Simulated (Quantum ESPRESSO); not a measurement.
# Collinear magnetic orders of K2MnSe2 with Quantum ESPRESSO, part 2 of 3

Does K2MnSe2 prefer parallel or opposed moments?

Quantum ESPRESSO 7.5; PBEsol with U = 4 eV on Mn d (ortho-atomic projectors); plane waves with GBRV 1.5 PBEsol potentials, no spin-orbit coupling.

So far, absolute magnetization (μB): step 2 (start 1: ferro ++) 10.1.

## 3. Run 2 (antiferro +−)

pw.in reads:

```
&CONTROL
  calculation = 'scf'
  prefix = 'pwscf'
  outdir = './tmp'
  pseudo_dir = './pseudo'
  disk_io = 'nowf'
/
&SYSTEM
  ibrav = 0
  nat = 10
  ntyp = 4
  ecutwfc = 40
  ecutrho = 280
  nbnd = 59
  occupations = 'smearing'
  smearing = 'fd'
  degauss = 0.00367493
  nspin = 2
  starting_magnetization(1) = 0
  starting_magnetization(2) = 0.3
  starting_magnetization(3) = -0.3
  starting_magnetization(4) = 0
/
&ELECTRONS
  conv_thr = 2d-08
  electron_maxstep = 150
  mixing_beta = 0.3
/
ATOMIC_SPECIES
K      39.0983 k_pbesol_v1.4.uspp.F.UPF
Mn1    54.9380 mn_pbesol_v1.5.uspp.F.UPF
Mn2    54.9380 mn_pbesol_v1.5.uspp.F.UPF
Se     78.9710 se_pbesol_v1.uspp.F.UPF
CELL_PARAMETERS angstrom
  -3.5830000000    6.5965000000    3.2200000000
   3.5830000000   -6.5965000000    3.2200000000
   3.5830000000    6.5965000000   -3.2200000000
ATOMIC_POSITIONS crystal
K       0.1463900000    0.3393000000    0.4856900000
K       0.8536100000    0.6607000000    0.5143100000
K       0.3536100000    0.8393000000    0.1929100000
K       0.6463900000    0.1607000000    0.8070900000
Mn1     0.2500000000    0.2500000000    0.0000000000
Mn2     0.7500000000    0.7500000000    0.0000000000
Se      0.8940800000    0.1982700000    0.0923500000
Se      0.1059200000    0.8017300000    0.9076500000
Se      0.6059200000    0.6982700000    0.3041900000
Se      0.3940800000    0.3017300000    0.6958100000
K_POINTS automatic
4 4 4 0 0 0
HUBBARD {ortho-atomic}
U Mn1-3d 4.0000
U Mn2-3d 4.0000
```

The run is started by

```console
OMP_NUM_THREADS=1 mpirun -n 4 pw.x -nk 4 -in pw.in > pw.out
```

Output:

```text
[banner, memory and clock lines left out]
Program PWSCF v.7.5 starts

     Message from routine setup:
     using ibrav=0 with symmetry is DISCOURAGED, use correct ibrav instead

     bravais-lattice index     =            0
     lattice parameter (alat)  =      15.4357  a.u.
     unit-cell volume          =    2054.3424 (a.u.)^3
     number of atoms/cell      =           10
     number of atomic types    =            4
     number of electrons       =        90.00
     number of Kohn-Sham states=           59
     kinetic-energy cutoff     =      40.0000  Ry
     charge density cutoff     =     280.0000  Ry
     scf convergence threshold =      2.0E-08
     mixing beta               =       0.3000
     number of iterations used =            8  plain     mixing
     Exchange-correlation= SLA  PW   PSX  PSC
                           (   1   4  10   8   0   0   0)
     Hubbard projectors: ortho-atomic
     Hubbard parameters of DFT+U (Dudarev formulation) in eV:
     U(Mn1-3d) =  4.0000
     U(Mn2-3d) =  4.0000

     Internal variables: lda_plus_u =T, lda_plus_u_kind = 0

     Internal variables: orbital_resolved =F, hub_pot_fix =F, apply_U = F

     celldm(1)=  15.435731  celldm(2)=   0.000000  celldm(3)=   0.000000
     celldm(4)=   0.000000  celldm(5)=   0.000000  celldm(6)=   0.000000

     crystal axes: (cart. coord. in units of alat)
               a(1) = (  -0.438650   0.807579   0.394210 )
               a(2) = (   0.438650  -0.807579   0.394210 )
               a(3) = (   0.438650   0.807579  -0.394210 )

     reciprocal axes: (cart. coord. in units 2 pi/alat)
               b(1) = (  0.000000  0.619134  1.268360 )
               b(2) = (  1.139860 -0.000000  1.268360 )
               b(3) = (  1.139860  0.619134  0.000000 )

     PseudoPot. # 1 for K  read from file:
     k_pbesol_v1.4.uspp.F.UPF
     Pseudo is Ultrasoft + core correction, Zval =  9.0

     PseudoPot. # 2 for Mn read from file:
     mn_pbesol_v1.5.uspp.F.UPF
     Pseudo is Ultrasoft + core correction, Zval = 15.0

     PseudoPot. # 3 for Mn read from file:
     mn_pbesol_v1.5.uspp.F.UPF
     Pseudo is Ultrasoft + core correction, Zval = 15.0

     PseudoPot. # 4 for Se read from file:
     se_pbesol_v1.uspp.F.UPF
     Pseudo is Ultrasoft + core correction, Zval =  6.0

     atomic species   valence    mass     pseudopotential
     K                 9.00    39.09830     K ( 1.00)
     Mn1              15.00    54.93800     Mn( 1.00)
     Mn2              15.00    54.93800     Mn( 1.00)
     Se                6.00    78.97100     Se( 1.00)

     Starting magnetic structure
     atomic species   magnetization
     K               0.000
     Mn1             0.300
     Mn2            -0.300
     Se              0.000

      4 Sym. Ops. (no inversion) found ( 2 have fractional translation)

   Cartesian axes

     site n.     atom                  positions (alat units)
         1        K      tau(   1) = (   0.2976681   0.2364431  -0.0000000  )
         2        K      tau(   2) = (   0.1409822   0.5711363   0.3942099  )
         3        K      tau(   3) = (   0.2976681  -0.2364431   0.3942099  )
         4        K      tau(   4) = (   0.1409822   1.0440225   0.0000000  )
         5        Mn1    tau(   5) = (   0.0000000   0.0000000   0.1971049  )
         6        Mn2    tau(   6) = (  -0.0000000  -0.0000000   0.5913148  )
         7        Se     tau(   7) = (  -0.2647079   0.6365018   0.3942099  )
         8        Se     tau(   8) = (   0.7033583   0.1710776   0.0000000  )
         9        Se     tau(   9) = (   0.1739424   0.1710776   0.3942099  )
        10        Se     tau(  10) = (   0.2647079   0.6365018  -0.0000000  )

     number of k points=    18  Fermi-Dirac smearing, width (Ry)=  0.0037
                       cart. coord. in units 2pi/alat
        k(    1) = (   0.0000000   0.0000000   0.0000000), wk =   0.0156250
        k(    2) = (   0.2849650   0.1547835   0.0000000), wk =   0.0625000
        k(    3) = (  -0.5699300  -0.3095671   0.0000000), wk =   0.0312500
        k(    4) = (   0.2849650  -0.0000000   0.3170900), wk =   0.0625000
        k(    5) = (   0.5699300   0.1547835   0.3170900), wk =   0.1250000
        [... 13 further k-points ...]

     Dense  grid:   162591 G-vectors     FFT dimensions: (  90,  90,  90)

     Smooth grid:    70217 G-vectors     FFT dimensions: (  64,  64,  64)

     Check: negative core charge=   -0.000012
     Generating pointlists ...
     new r_m :   0.1656 (alat units)  2.5559 (a.u.) for type    1
     new r_m :   0.1294 (alat units)  1.9971 (a.u.) for type    2
     new r_m :   0.1294 (alat units)  1.9971 (a.u.) for type    3
     new r_m :   0.1294 (alat units)  1.9971 (a.u.) for type    4

     Initial potential from superposition of free atoms

     starting charge      86.9849, renormalised to      90.0000

     STARTING HUBBARD OCCUPATIONS:

     =================== HUBBARD OCCUPATIONS ===================
     ------------------------ ATOM    5 ------------------------
     Tr[ns(  5)] (up, down, total) =   5.00000  0.00000  5.00000
     Atomic magnetic moment for atom   5 =   5.00000
     [... lines left out ...]
     ------------------------ ATOM    6 ------------------------
     Tr[ns(  6)] (up, down, total) =   0.00000  5.00000  5.00000
     Atomic magnetic moment for atom   6 =  -5.00000
     [... lines left out ...]
     Number of occupied Hubbard levels =   10.0000

     Atomic wfc used for Hubbard projectors are orthogonalized

     Starting wfcs are   74 randomized atomic wfcs

     Self-consistent Calculation

     iteration #  1     ecut=    40.00 Ry     beta= 0.30
     Davidson diagonalization with overlap
     ethr =  1.00E-02,  avg # of iterations =  6.8

     =================== HUBBARD OCCUPATIONS ===================
     ------------------------ ATOM    5 ------------------------
     Tr[ns(  5)] (up, down, total) =   4.63338  0.14244  4.77582
     Atomic magnetic moment for atom   5 =   4.49094
     [... lines left out ...]
     ------------------------ ATOM    6 ------------------------
     Tr[ns(  6)] (up, down, total) =   0.14226  4.63452  4.77679
     Atomic magnetic moment for atom   6 =  -4.49226
     [... lines left out ...]
     Number of occupied Hubbard levels =    9.5526

     total energy              =    -822.97574876 Ry
     estimated scf accuracy    <       3.01271772 Ry

     total magnetization       =     0.00 Bohr mag/cell
     absolute magnetization    =     9.50 Bohr mag/cell

     iteration #  2     ecut=    40.00 Ry     beta= 0.30
     Davidson diagonalization with overlap
     ethr =  3.35E-03,  avg # of iterations =  2.4

     total energy              =    -823.50072791 Ry
     estimated scf accuracy    <       0.21852419 Ry

     total magnetization       =     0.00 Bohr mag/cell
     absolute magnetization    =     9.91 Bohr mag/cell

     [... further iterations left out ...]

     iteration # 13     ecut=    40.00 Ry     beta= 0.30
     Davidson diagonalization with overlap
     ethr =  1.17E-10,  avg # of iterations =  3.3

     negative rho (up, down):  3.334E-04 3.334E-04

     total energy              =    -823.57884938 Ry
     estimated scf accuracy    <       0.00000004 Ry

     total magnetization       =    -0.00 Bohr mag/cell
     absolute magnetization    =     9.74 Bohr mag/cell

     iteration # 14     ecut=    40.00 Ry     beta= 0.30
     Davidson diagonalization with overlap
     ethr =  4.79E-11,  avg # of iterations =  6.3

     negative rho (up, down):  3.333E-04 3.333E-04

     Magnetic moment per site  (integrated on atomic sphere of radius R)
     atom   1 (R=0.166)  charge=  7.9515  magn=  0.0000
     atom   2 (R=0.166)  charge=  7.9515  magn=  0.0000
     atom   3 (R=0.166)  charge=  7.9515  magn=  0.0000
     atom   4 (R=0.166)  charge=  7.9515  magn=  0.0000
     atom   5 (R=0.129)  charge= 13.1450  magn=  4.3440
     atom   6 (R=0.129)  charge= 13.1450  magn= -4.3440
     atom   7 (R=0.129)  charge=  3.9307  magn= -0.0000
     atom   8 (R=0.129)  charge=  3.9307  magn= -0.0000
     atom   9 (R=0.129)  charge=  3.9307  magn= -0.0000
     atom  10 (R=0.129)  charge=  3.9307  magn= -0.0000

     End of self-consistent calculation

     =================== HUBBARD OCCUPATIONS ===================
     ------------------------ ATOM    5 ------------------------
     Tr[ns(  5)] (up, down, total) =   4.94775  0.34818  5.29593
     Atomic magnetic moment for atom   5 =   4.59958
     [... lines left out ...]
     ------------------------ ATOM    6 ------------------------
     Tr[ns(  6)] (up, down, total) =   0.34818  4.94775  5.29593
     Atomic magnetic moment for atom   6 =  -4.59957
     [... lines left out ...]
     Number of occupied Hubbard levels =   10.5919

     [... lines left out ...]
     the Fermi energy is     5.0965 ev

!    total energy              =    -823.57884941 Ry
     estimated scf accuracy    <       0.00000001 Ry
     smearing contrib. (-TS)   =      -0.00000000 Ry
     internal energy E=F+TS    =    -823.57884941 Ry

     The total energy is F=E-TS. E is the sum of the following terms:
     one-electron contribution =    -525.07429078 Ry
     hartree contribution      =     284.06254624 Ry
     xc contribution           =    -206.47897326 Ry
     ewald contribution        =    -376.19765926 Ry
     Hubbard energy            =       0.10952764 Ry

     total magnetization       =    -0.00 Bohr mag/cell
     absolute magnetization    =     9.74 Bohr mag/cell

     convergence has been achieved in  14 iterations
```

Run time: 4 min. Hardware: 4 MPI ranks of Intel Xeon Platinum 8488C (Sapphire Rapids), shared host; peak memory 1.8 GiB; 16 min of CPU time.

Spin moment in the atom's sphere by atom:

```tsv
atom	spin moment in the atom's sphere (μB)
K1	0.00
K2	0.00
K3	0.00
K4	0.00
Mn5	4.34
Mn6	-4.34
Se7	0.00
Se8	0.00
Se9	0.00
Se10	0.00
```

Numbers from this step:

```
smearing term TS       : 7.17e-11 eV
magnetization          : 0 μB
absolute magnetization : 9.745 μB
final state            : antiferromagnetic
```

## 4. Ranking

An order is kept where moments of 0.15 μB or more survive with the typed signs; meshes match where a doubled cell samples the same k points as the first cell.

Orders:

```tsv
start	final state	typed order kept	energy over the lowest (meV a seeded atom)	largest site moment (μB)	net moment (μB a cell of the first run)	mesh matched	CPU time (s)
ferro ++	ferromagnetic	yes	96.55	4.384	10	yes	863.1
antiferro +-	antiferromagnetic	yes	0	4.344	0	yes	948.1
```

## 5. The lowest state again, with its states saved

pw.in, as its differences from that of step 3:

```diff
@@ -5,3 +5,3 @@
   pseudo_dir = './pseudo'
-  disk_io = 'nowf'
+  disk_io = 'low'
 /
@@ -9,2 +9,3 @@
   ibrav = 0
+  celldm(1) = 8
   nat = 10
@@ -13,3 +14,3 @@
   ecutrho = 280
-  nbnd = 59
+  nbnd = 63
   occupations = 'smearing'
@@ -33,6 +34,6 @@
 Se     78.9710 se_pbesol_v1.uspp.F.UPF
-CELL_PARAMETERS angstrom
-  -3.5830000000    6.5965000000    3.2200000000
-   3.5830000000   -6.5965000000    3.2200000000
-   3.5830000000    6.5965000000   -3.2200000000
+CELL_PARAMETERS alat
+  -0.8463610880668    1.5581972976367    0.7606147651619
+   0.8463610880668   -1.5581972976367    0.7606147651619
+   0.8463610880668    1.5581972976367   -0.7606147651619
 ATOMIC_POSITIONS crystal
```

Output:

```text
     [... lines left out ...]
Program PWSCF v.7.5 starts
     [... lines left out ...]
     number of atoms/cell      =           10
     [... lines left out ...]
     number of electrons       =        90.00
     number of Kohn-Sham states=           63
     kinetic-energy cutoff     =      40.0000  Ry
     charge density cutoff     =     280.0000  Ry
     scf convergence threshold =      2.0E-08
     [... lines left out ...]
      4 Sym. Ops. (no inversion) found ( 2 have fractional translation)
     [... lines left out ...]
     number of k points=    18  Fermi-Dirac smearing, width (Ry)=  0.0037
     [... lines left out ...]
     iteration # 12     ecut=    40.00 Ry     beta= 0.30
     [... lines left out ...]
     Magnetic moment per site  (integrated on atomic sphere of radius R)
     atom   1 (R=0.319)  charge=  7.9515  magn= -0.0000
     atom   2 (R=0.319)  charge=  7.9515  magn= -0.0000
     atom   3 (R=0.319)  charge=  7.9515  magn= -0.0000
     atom   4 (R=0.319)  charge=  7.9515  magn= -0.0000
     atom   5 (R=0.250)  charge= 13.1450  magn=  4.3440
     atom   6 (R=0.250)  charge= 13.1450  magn= -4.3440
     atom   7 (R=0.250)  charge=  3.9307  magn=  0.0000
     atom   8 (R=0.250)  charge=  3.9307  magn=  0.0000
     atom   9 (R=0.250)  charge=  3.9307  magn=  0.0000
     atom  10 (R=0.250)  charge=  3.9307  magn=  0.0000
     [... lines left out ...]
     Tr[ns(  5)] (up, down, total) =   4.94775  0.34817  5.29592
     [... lines left out ...]
     Tr[ns(  6)] (up, down, total) =   0.34816  4.94775  5.29591
     [... lines left out ...]
     the Fermi energy is     5.1472 ev
!    total energy              =    -823.57884936 Ry
     estimated scf accuracy    <       0.00000001 Ry
     smearing contrib. (-TS)   =      -0.00000000 Ry
     [... lines left out ...]
     total magnetization       =    -0.00 Bohr mag/cell
     absolute magnetization    =     9.74 Bohr mag/cell
     convergence has been achieved in  12 iterations
```

The job ended after 3.4 min (4 MPI ranks; peak memory 1.7 GiB).

Numbers from this step:

| Item | Value |
| --- | --- |
| smearing term TS | 9.65e-11 eV |
| magnetization | 0 μB |
| absolute magnetization | 9.745 μB |
| final state | antiferromagnetic |
| largest moment | 4.344 μB |

(Continued in part 3 of 3.)

[Logs and program files are shortened in this print: banners, set-up blocks, solver, clock and traceback lines can be left out without a mark of their own.]

[Logs are printed without paths, hosts, clocks, repeated set-up lines and the standing remarks that a program may print on its own settings, such as how far it seeks lower states.]

[Hosts, paths, dates, database ids (printed as entryN), source tags and the programs' standing remarks are cut or masked in the printed files.]

[Where a cell is said to come from a database of computed structures, the database is the Materials Project.]
